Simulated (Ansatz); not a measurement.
# (SrO)1(MgS)3 [001] superlattice, started as rocksalt type: a soft mode frozen in

Wanted: the energy along a soft mode of (SrO)1(MgS)3 [001] superlattice, started as rocksalt type and the structure at the end.

Calculated with Ansatz 0.2.0; DFT PBE, scalar-relativistic, plane waves, PAW.

The structure was built from a prototype and need not be the compound's stable phase.

**1. Starting point**

The structure is tetragonal, space group P4/mmm (No. 123). Conventional cell: a = 3.656 Å, b = 3.656 Å, c = 10.831 Å, α = 90.00°, β = 90.00°, γ = 90.00°. Mg has 5 S at 2.59 to 2.74 Å and 1 O at 2.68 Å nearest. Nearest to Mg lie 6 S at 2.57 to 2.59 Å. Nearest to O lie 4 Sr at 2.59 Å and 2 Mg at 2.68 Å. Nearest to S lie 5 Mg at 2.57 to 2.59 Å and 1 Sr at 2.84 Å. Nearest to S lie 6 Mg at 2.59 to 2.74 Å. Sr has 4 O at 2.59 Å and 2 S at 2.84 Å nearest. Farther neighbours and most contacts between anions are not listed.

**2. Zone-centre response**

The cell comes from relaxations at this level that are not shown. The zone centre is the only wavevector solved here; it holds the modes that light can see, as far as symmetry allows. The response to a homogeneous field gives the Born charges and the dielectric tensor, and its change with displacement the Raman tensors.

Input file input.yaml:

```yaml
crystal:
  lattice:
    - [2.585510553, 2.585510553, 0.0]
    - [-2.585510553, 2.585510553, 0.0]
    - [0.0, 0.0, 10.8311337944]
  atoms:
    - { symbol: Mg, position: [0.5, 0.5, 0.247238246] }
    - { symbol: Mg, position: [0.0, 0.0, 0.5] }
    - { symbol: Mg, position: [0.5, 0.5, 0.752761754] }
    - { symbol: O, position: [0.5, 0.5, 0.0] }
    - { symbol: S, position: [0.0, 0.0, 0.2622645289] }
    - { symbol: S, position: [0.5, 0.5, 0.5] }
    - { symbol: S, position: [0.0, 0.0, 0.7377354711] }
    - { symbol: Sr, position: [0.0, 0.0, 0.0] }
kpoints:
  mp_grid: { grid: [8, 8, 2] }
hamiltonian:
  xc: pbe
scf:
  occupations: { method: fixed }
output:
  eigenvalues: true
phonons:
  method: dfpt
  dielectric: true
  rigid_motions: translations
  raman: true
```

Started as:

```bash
ansatz run input.yaml --threads 4 --pin off --max-ram 14336MiB --backend cpu --events-out ev --progress --plain --runs-dir out
```

Numbers of over 12 decimals in the logs are rounded to 6 here.

The program printed:

```text
Engine: ansatz 0.2.0, aarch64-unknown-linux-gnu
Pseudopotentials: kind: paw
Pseudopotential: Mg, paw, valence charge 10, recommended cutoff 420 eV (normal), Mg.paw.azcp
Pseudopotential: O, paw, valence charge 6, recommended cutoff 420 eV (normal), O.paw.azcp
Pseudopotential: S, paw, valence charge 6, recommended cutoff 420 eV (normal), S.paw.azcp
Pseudopotential: Sr, paw, valence charge 10, recommended cutoff 420 eV (normal), Sr.paw.azcp
Functional definition: PBE
  parameter kappa = 0.804
  parameter beta = 0.066725
  exchange = pbe_x(kappa = kappa, mu = beta*pi^2/3)
  correlation = pbe_c(beta = beta)
Crystal: 8 atoms, lattice volume = 144.809 Å³
Basis set: ecut = 420 eV, 2821 PW (Γ), exchange–correlation on 50×50×150 points (8 copies of the dense FFT grid, shifted against one another)
Bands: 40, of which v1, the nominal top of the filled ones, is band 32 counted from 1 (31 counted from 0)
Symmetry: 16 space group operations
k-points: 42 of 128 (irreducible under 2 space group operations, time reversal used)
Non-local potential: Mg, projectors of the file, l = 0: 3, l = 1: 2, l = 2: 1
Non-local potential: O, projectors of the file, l = 0: 2, l = 1: 2, l = 2: 1
Non-local potential: S, projectors of the file, l = 0: 2, l = 1: 2, l = 2: 2
Non-local potential: Sr, projectors of the file, l = 0: 3, l = 1: 2, l = 2: 2
PAW form: soft (Blöchl's): semilocal exchange-correlation on the pseudo side does not see the compensation charge
PAW one-centre angular grid: Mg, 110 points (default); XC on 64 Gauss nodes
PAW one-centre angular grid: O, 110 points (default); XC on 64 Gauss nodes
PAW one-centre angular grid: S, 110 points (default); XC on 64 Gauss nodes
PAW one-centre angular grid: Sr, 110 points (default); XC on 64 Gauss nodes
Initial density: superposition of atomic densities (neutral atoms: chi_scale 0, normalization atom), corrected by the library's trained network
Initial wavefunctions: pseudopotential atomic-orbital guess
Functional: x = pbe(κ = 0.804, μ = 0.219515), c = pbe(β = 0.066725)
SCF iter   1: F=—  HF=-12600.377932 eV  |F-HF|=—  |Δ(HF+E_count)|=         —  Δρ=1.49e-3  dr2=8.42e-3  ethr=1.77e-3  ⟨swp⟩=5.3  Hψ=6497  notcnv=0  defer=191
preconditioner: auto → Resta (q_TF=auto, 2.381 Å⁻¹)  ε∞=3.7  [insulator: Δε(μ)=2.472 eV  Ē_g=11.667 eV  n_scr=28 (ndim 8)  ℏωp=19.0 eV  f_vac=0.000  ε∞_Penn≈3.7]
SCF iter   2: F=—  HF=-12600.375209 eV  |F-HF|=—  |Δ(HF+E_count)|=   2.72e-3  Δρ=8.87e-4  dr2=2.42e-3  ethr=1.32e-5  ⟨swp⟩=2.8  Hψ=2987  notcnv=0  defer=249
SCF iter   3: F=—  HF=-12600.374752 eV  |F-HF|=—  |Δ(HF+E_count)|=   4.57e-4  Δρ=7.77e-4  dr2=1.17e-3  ethr=3.79e-6  ⟨swp⟩=2.6  Hψ=2473  notcnv=0  defer=251
SCF iter   4: F=—  HF=-12600.374505 eV  |F-HF|=—  |Δ(HF+E_count)|=   2.47e-4  Δρ=2.02e-4  dr2=1.09e-4  ethr=1.83e-6  ⟨swp⟩=2.1  Hψ=2153  notcnv=0  defer=250
SCF iter   5: F=—  HF=-12600.374480 eV  |F-HF|=—  |Δ(HF+E_count)|=   2.54e-5  Δρ=6.73e-5  dr2=1.56e-5  ethr=1.70e-7  ⟨swp⟩=2.0  Hψ=2122  notcnv=0  defer=224
SCF iter   6: F=—  HF=-12600.374477 eV  |F-HF|=—  |Δ(HF+E_count)|=   2.58e-6  Δρ=2.70e-5  dr2=9.97e-7  ethr=2.44e-8  ⟨swp⟩=2.0  Hψ=2083  notcnv=0  defer=184
SCF iter   7: F=—  HF=-12600.374476 eV  |F-HF|=—  |Δ(HF+E_count)|=   1.34e-6  Δρ=4.34e-6  dr2=2.55e-8  ethr=1.56e-9  ⟨swp⟩=2.0  Hψ=2416  notcnv=0  defer=150
SCF iter   8: F=—  HF=-12600.374476 eV  |F-HF|=—  |Δ(HF+E_count)|=   2.41e-8  Δρ=1.00e-6  dr2=1.47e-9  ethr=3.99e-11  ⟨swp⟩=2.4  Hψ=2722  notcnv=0  defer=150
SCF iter   9: F=-12600.374476 eV  HF=-12600.374476 eV  |F-HF|=9.64e-11  |Δ(HF+E_count)|=  7.49e-10  Δρ=2.73e-7  dr2=8.96e-11  ethr=1.00e-12  ⟨swp⟩=15.5  Hψ=13785  notcnv=0
SCF 1 converged in 9 iterations: F = -12600.374476 eV  dr2 = 8.96e-11
  greatest PAW one-centre occupation: 1.000 electrons in one spin orbital (limit 2), on the Mg atom at site 1 (counted from 0), in its partial waves of l = 0
DFPT response loops at Γ: preconditioner auto → Resta (q_TF=auto, 2.381 Å⁻¹)  ε∞=5.0 (no band partly filled); β = 1.00, the filter's whole step (`scf.mixing.beta` (0.50) is not read by the response loops at its default; to damp them type it under 1.00, their step now; it binds the ground state too); Broyden in place of MSR1
── the response to a field inside a basis, on 10×10×4 k-points: an SCF that follows is theirs, and a resumed run solves both again ──
Bands: 33, of which v1, the nominal top of the filled ones, is band 32 counted from 1 (31 counted from 0)
k-points: 30
Initial density: handed on by an earlier stage of this run
Initial wavefunctions: pseudopotential atomic-orbital guess (no wavefunctions were taken with the density)
Eigensolver: Dense (30 Hₖ)
SCF iter   1: F=—  HF=-12600.280487 eV  |F-HF|=—  |Δ(HF+E_count)|=         —  Δρ=3.59e-4  dr2=4.95e-5  ethr=1.00e-1
preconditioner: auto → Resta (q_TF=auto, 2.381 Å⁻¹)  ε∞=4.5  [insulator: Δε(μ)=2.665 eV  Ē_g=10.153 eV  n_scr=28 (ndim 8)  ℏωp=19.0 eV  f_vac=0.000  ε∞_Penn≈4.5]
SCF iter   2: F=—  HF=-12600.280527 eV  |F-HF|=—  |Δ(HF+E_count)|=   3.98e-5  Δρ=1.89e-4  dr2=1.79e-5  ethr=7.73e-8
SCF iter   3: F=—  HF=-12600.280543 eV  |F-HF|=—  |Δ(HF+E_count)|=   1.57e-5  Δρ=9.18e-5  dr2=5.88e-6  ethr=2.80e-8
SCF iter   4: F=—  HF=-12600.280544 eV  |F-HF|=—  |Δ(HF+E_count)|=   1.28e-6  Δρ=8.25e-6  dr2=1.04e-7  ethr=9.19e-9
SCF iter   5: F=—  HF=-12600.280544 eV  |F-HF|=—  |Δ(HF+E_count)|=   4.15e-8  Δρ=2.29e-6  dr2=7.01e-9  ethr=1.63e-10
SCF iter   6: F=—  HF=-12600.280544 eV  |F-HF|=—  |Δ(HF+E_count)|=   7.31e-9  Δρ=3.75e-7  dr2=1.88e-10  ethr=1.10e-11
SCF iter   7: F=-12600.280544 eV  HF=-12600.280544 eV  |F-HF|=3.64e-12  |Δ(HF+E_count)|=  2.09e-10  Δρ=8.86e-8  dr2=1.61e-11  ethr=1.00e-12
SCF 1 converged in 7 iterations: F = -12600.280544 eV  dr2 = 1.61e-11
DFPT response loops at Γ: preconditioner auto → Resta (q_TF=auto, 2.381 Å⁻¹)  ε∞=4.7 (no band partly filled); β = 1.00, the filter's whole step (`scf.mixing.beta` (0.50) is not read by the response loops at its default; to damp them type it under 1.00, their step now; it binds the ground state too); Broyden in place of MSR1
DFPT response loops at Γ: mixed as the last ones told, above
WARN: field response: ε∞ stands inside a basis, on 10×10×4 points; the force constants stand on the 8×8×2 k-mesh, whose period is 11.80 times the interband length at k = (0.0000, 0.0000, 0.0000), direct gap 2.794 eV, under 14: take them and everything formed from them as unconverged, and compare with a denser kpoints.mp_grid
SCF converged after 9 iterations
Free energy (F): -12600.374476 eV
Harris-Foulkes:  -12600.374476 eV  (|F-HF|=9.64e-11)
Internal energy: -12600.374476 eV  (E = F + TS)
E sigma→0 (E₀):  -12600.374476 eV
[...]
ASR residual per site (eV/Å²): 3.57e-4 5.48e-4 3.57e-4 1.26e-4 2.28e-4 1.10e-4 2.28e-4 1.94e-4
  Γ frequencies (cm⁻¹): -201.26 0.00 0.00 0.00 75.91 75.91 112.01 112.01 126.03 126.03 136.33 170.31 220.34 238.41 238.41 252.53 252.53 258.23 258.23 269.94 269.94 293.11 307.10 320.51
  ε∞ (high-frequency dielectric tensor):
        5.053858     0.000000     0.000000
        0.000000     5.053858     0.000000
        0.000000     0.000000     5.119146
  softest optical mode at Γ: -201.26 cm⁻¹; the repairs (sum rule, projections) moved no ω² at Γ by more than (3.40 cm⁻¹)²
  Born effective charges Z* (e; rows j = field, columns β = displacement):
    site 0:
         2.41186    0.00000   -0.00000
         0.00000    2.41186   -0.00000
         0.00000    0.00000    2.23224
    site 1:
         2.32752    0.00000   -0.00000
         0.00000    2.32752    0.00000
        -0.00000    0.00000    2.04684
    site 2:
         2.41186    0.00000    0.00000
         0.00000    2.41186    0.00000
        -0.00000   -0.00000    2.23224
    site 3:
        -2.51411    0.00000   -0.00000
         0.00000   -2.51411    0.00000
        -0.00000    0.00000   -2.74831
    site 4:
        -2.35369   -0.00000   -0.00000
        -0.00000   -2.35369    0.00000
        -0.00000    0.00000   -2.03075
    site 5:
        -2.32787   -0.00000   -0.00000
        -0.00000   -2.32787    0.00000
        -0.00000    0.00000   -2.20288
    site 6:
        -2.35369   -0.00000   -0.00000
        -0.00000   -2.35369   -0.00000
        -0.00000    0.00000   -2.03075
    site 7:
         2.39812    0.00000   -0.00000
         0.00000    2.39812    0.00000
        -0.00000    0.00000    2.50138
  Z* charge neutrality: 1.633e-2 e pre-enforcement
  solved inside a basis spanned on kpoints, on 10×10×4 k-points transformed towards the longest dipole: ε∞ is read to err by 2.2e-2, Z* by 1.5e-2 e (field_mesh: kpoints solves on kpoints); Z* is corrected for what the basis lacks
  Raman tensors (in the event stream and the table raman_tensors.tsv): an entry may err by 9.8e-1 Å², one of the second-order susceptibility by 1.1e-18 pm/V (basis, points and sum rule); their sum over the sites missed zero by 2.947e-17 Å² ahead of its enforcement
  optical modes at Γ without the LO–TO term, one row a degenerate level:
      ω (cm⁻¹)  modes    IR ((D/Å)²/amu)  static Raman (Å⁴/amu)  depolarisation
       -201.26      1            23.6343                 0.0000               —
         75.91      2             1.5479                 0.0000               —
        112.01      2             0.0000                 5.4549           0.750
        126.03      2             1.1443                 0.0000               —
        136.33      1             0.0000                14.4423           0.026
        170.31      1             3.1214                 0.0000               —
        220.34      1             2.4088                 0.0000               —
        238.41      2             3.5084                 0.0000               —
        252.53      2            70.5673                 0.0000               —
        258.23      2             0.0000                 3.3659           0.750
        269.94      2             0.6062                 0.0000               —
        293.11      1             1.6298                 0.0000               —
        307.10      1             0.0000                31.0701           0.015
        320.51      1             4.6088                 0.0000               —
  optical modes at Γ + LO–TO along q̂ = [1.0000, 0.0000, 0.0000]:
      ω (cm⁻¹)  modes    IR ((D/Å)²/amu)  static Raman (Å⁴/amu)  depolarisation
       -201.26      1            23.6343                 0.0000               —
         75.91      1             0.7740                 0.0000               —
         80.58      1             0.0802                 0.0000               —
        112.01      2             0.0000                 5.4549           0.750
        126.03      1             0.5722                 0.0000               —
        128.15      1             0.0587                 0.0000               —
        136.33      1             0.0000                14.4423           0.026
        170.31      1             3.1214                 0.0000               —
        220.34      1             2.4088                 0.0000               —
        238.41      1             1.7542                 0.0000               —
        239.06      1             0.0062                 0.0000               —
        252.53      1            35.2837                 0.0000               —
        258.23      2             0.0000                 3.3659           0.750
        269.79      1             0.0026                 0.0000               —
        269.94      1             0.3031                 0.0000               —
        293.11      1             1.6298                 0.0000               —
        307.10      1             0.0000                31.0701           0.015
        320.51      1             4.6088                 0.0000               —
        418.36      1            38.5394                 0.0000               —
  optical modes at Γ + LO–TO along q̂ = [0.0000, 1.0000, 0.0000]:
      ω (cm⁻¹)  modes    IR ((D/Å)²/amu)  static Raman (Å⁴/amu)  depolarisation
       -201.26      1            23.6343                 0.0000               —
         75.91      1             0.7740                 0.0000               —
         80.58      1             0.0802                 0.0000               —
        112.01      2             0.0000                 5.4549           0.750
        126.03      1             0.5722                 0.0000               —
        128.15      1             0.0587                 0.0000               —
        136.33      1             0.0000                14.4423           0.026
        170.31      1             3.1214                 0.0000               —
        220.34      1             2.4088                 0.0000               —
        238.41      1             1.7542                 0.0000               —
        239.06      1             0.0062                 0.0000               —
        252.53      1            35.2837                 0.0000               —
        258.23      2             0.0000                 3.3659           0.750
        269.79      1             0.0026                 0.0000               —
        269.94      1             0.3031                 0.0000               —
        293.11      1             1.6298                 0.0000               —
        307.10      1             0.0000                31.0701           0.015
        320.51      1             4.6088                 0.0000               —
        418.36      1            38.5394                 0.0000               —
  optical modes at Γ + LO–TO along q̂ = [0.0000, 0.0000, 1.0000]:
      ω (cm⁻¹)  modes    IR ((D/Å)²/amu)  static Raman (Å⁴/amu)  depolarisation
         27.48      1             6.1903                 0.0000               —
         75.91      2             1.5479                 0.0000               —
        112.01      2             0.0000                 5.4549           0.750
        126.03      2             1.1443                 0.0000               —
        136.33      1             0.0000                14.4423           0.026
        193.67      1             1.7608                 0.0000               —
        238.41      2             3.5084                 0.0000               —
        247.02      1             4.6256                 0.0000               —
        252.53      2            70.5673                 0.0000               —
        258.23      2             0.0000                 3.3659           0.750
        269.94      2             0.6062                 0.0000               —
        299.74      1             0.8832                 0.0000               —
        307.10      1             0.0000                31.0701           0.015
        372.05      1            21.9434                 0.0000               —
[key lines of the parts left out:]
Fermi energy:    6.409285 eV
```

Wall time 6.5 min (4 threads of Arm Neoverse V1, shared host); peak memory 2.2 GiB.

A gap read on the k-mesh alone can miss the band edges.

This step gave:

```
gap on the k-mesh                                       : 2.424 eV
volume per atom                                         : 18.10 Å³
sum-rule residual before enforcement                    : 5.48e-4 eV/Å²
miss of the charge sum rule                             : 0.01633 e
estimated error of the dielectric tensor                : 0.02163
estimated error of the Born charges                     : 0.01507 e
point group                                             : 4/mmm
highest optical mode at the zone centre (no LO-TO term) : 320.5 cm⁻¹
lowest optical zone-centre mode                         : -201.3 cm⁻¹
mean high-frequency dielectric constant                 : 5.076
largest Born charge (third of the trace)                : -2.592 e
top of the zone-centre spectrum with the field          : 418.4 cm⁻¹
```

Without the LO-TO term. Patterns of degenerate modes are one choice out of their space. The modes at Γ (shares of kinetic energy by element, %) (negative means imaginary):

| mode | frequency (cm⁻¹) | symmetry | Mg % | O % | S % | Sr % |
| --- | --- | --- | --- | --- | --- | --- |
| 1 | -201.3 | A2u | 52 | 43 | 3 | 2 |
| 2 | 0.0 | acoustic | 27 | 6 | 35 | 32 |
| 3 | 0.0 | acoustic | 27 | 6 | 35 | 32 |
| 4 | 0.0 | acoustic | 27 | 6 | 35 | 32 |
| 5 | 75.9 | Eu | 16 | 1 | 24 | 59 |
| 6 | 75.9 | Eu | 16 | 1 | 24 | 59 |
| 7 | 112.0 | Eg | 44 | 0 | 56 | 0 |
| 8 | 112.0 | Eg | 44 | 0 | 56 | 0 |
| 9 | 126.0 | Eu | 53 | 1 | 41 | 5 |
| 10 | 126.0 | Eu | 53 | 1 | 41 | 5 |
| 11 | 136.3 | A1g | 89 | 0 | 11 | 0 |
| 12 | 170.3 | A2u | 13 | 1 | 51 | 34 |
| 13 | 220.3 | A2u | 57 | 21 | 17 | 5 |
| 14 | 238.4 | Eu | 3 | 83 | 10 | 4 |
| 15 | 238.4 | Eu | 3 | 83 | 10 | 4 |
| 16 | 252.5 | Eu | 58 | 9 | 33 | 0 |
| 17 | 252.5 | Eu | 58 | 9 | 33 | 0 |
| 18 | 258.2 | Eg | 56 | 0 | 44 | 0 |
| 19 | 258.2 | Eg | 56 | 0 | 44 | 0 |
| 20 | 269.9 | Eu | 43 | 0 | 57 | 0 |
| 21 | 269.9 | Eu | 43 | 0 | 57 | 0 |
| 22 | 293.1 | A2u | 6 | 12 | 55 | 26 |
| 23 | 307.1 | A1g | 11 | 0 | 89 | 0 |
| 24 | 320.5 | A2u | 45 | 16 | 39 | 0 |

Displacements in mode 1 (-201.3 cm⁻¹), the largest set to 1:
```
Mg1  0.00  0.00 -0.63
Mg2  0.00  0.00 -0.11
Mg3  0.00  0.00 -0.63
O4   0.00  0.00  1.00
S5   0.00  0.00  0.08
S6   0.00  0.00  0.12
S7   0.00  0.00  0.08
Sr8  0.00  0.00  0.09
```

Displacements in mode 24 (320.5 cm⁻¹), the largest set to 1:
```
Mg1  0.00  0.00  0.17
Mg2  0.00  0.00  1.00
Mg3  0.00  0.00  0.17
O4   0.00  0.00  0.75
S5   0.00  0.00 -0.58
S6   0.00  0.00 -0.15
S7   0.00  0.00 -0.58
Sr8  0.00  0.00 -0.03
```

Before it was imposed, the acoustic sum rule was missed by 5.5e-4 eV/Å² and the charge sum rule by 0.016 e. Small misses are needed for a sound result but don't prove that mesh and cutoff are converged. The lowest optical mode is imaginary, 201.3i cm⁻¹, so the energy falls along it.

The log warns of the k mesh: “the force constants stand on the 8×8×2 k-mesh, whose period is 11.80 times the interband length at k = (0.0000, 0.0000, 0.0000), direct gap 2.794 eV, under 14: take them and everything formed from them as unconverged”.

**3. The mode frozen in, largest atomic shift 0 Å**

The mode followed lies at Γ with frequency 201.3i cm⁻¹, the softest among the wavevectors solved. At small amplitude the distorted cell has space group no. 99 by a symmetry search on the positions. The undistorted cell that holds it gives the zero of energy on the same k mesh.

Edit input.yaml of step 2 so:

```diff
@@ -19,9 +19,6 @@
 scf:
-  occupations: { method: fixed }
+  occupations: { method: gaussian, width: 0.02 }
 output:
+  forces: true
+  stress: true
   eigenvalues: true
-phonons:
-  method: dfpt
-  dielectric: true
-  rigid_motions: translations
-  raman: true
```

The program printed:

```text
[...]
Crystal: 8 atoms, lattice volume = 144.809 Å³
Basis set: ecut = 420 eV, 2821 PW (Γ), exchange–correlation on 50×50×150 points (8 copies of the dense FFT grid, shifted against one another)
Bands: 40, of which v1, the nominal top of the filled ones, is band 32 counted from 1 (31 counted from 0)
Symmetry: 16 space group operations
[...]
k-points: 30 of 128
[...]
k-point 0: bands = [... 28 lower, 6.1890, 6.3712, 6.4093, 6.4093, 9.2032, 10.3274, 10.3975, 10.9590, ... 3 higher]
  k-point 1: bands = [... 28 lower, 6.2767, 6.2767, 6.3069, 6.3069, 9.8331, 9.9833, 10.4552, 11.0772, ... 3 higher]
  k-point 2: bands = [... 28 lower, 6.0092, 6.0963, 6.3246, 6.3602, 9.7603, 10.7039, 10.8782, 11.1580, ... 3 higher]
  k-point 29: bands = [... 28 lower, 4.8293, 5.1706, 6.0665, 6.0665, 9.4263, 9.7768, 10.7995, 10.7995, ... 3 higher]
[key lines of the parts left out:]
SCF converged after 7 iterations
Free energy (F): -12600.374476 eV
Fermi energy:    7.621359 eV
P = ⅓ Tr σ = 0.0016 GPa (0.016 kbar)
```

Wall time 2.5 s (4 threads); peak memory 0.51 GiB; 9.5 s of CPU time.

Numbers from this step:

```
pressure                         : 0.001590 GPa
energy from the undistorted cell : 0 meV/atom
```

At this level the gap is 2.42 eV on the k-mesh of the self-consistent run, which can miss the band edges.

[end of part 1 of 3]

[Logs are printed without paths, hosts, clocks, repeated set-up lines and the standing remarks that a program may print on its own settings, such as how far it seeks lower states.]

[Hosts, paths, dates, database ids (printed as entryN), source tags and the programs' standing remarks are cut or masked in the printed files.]
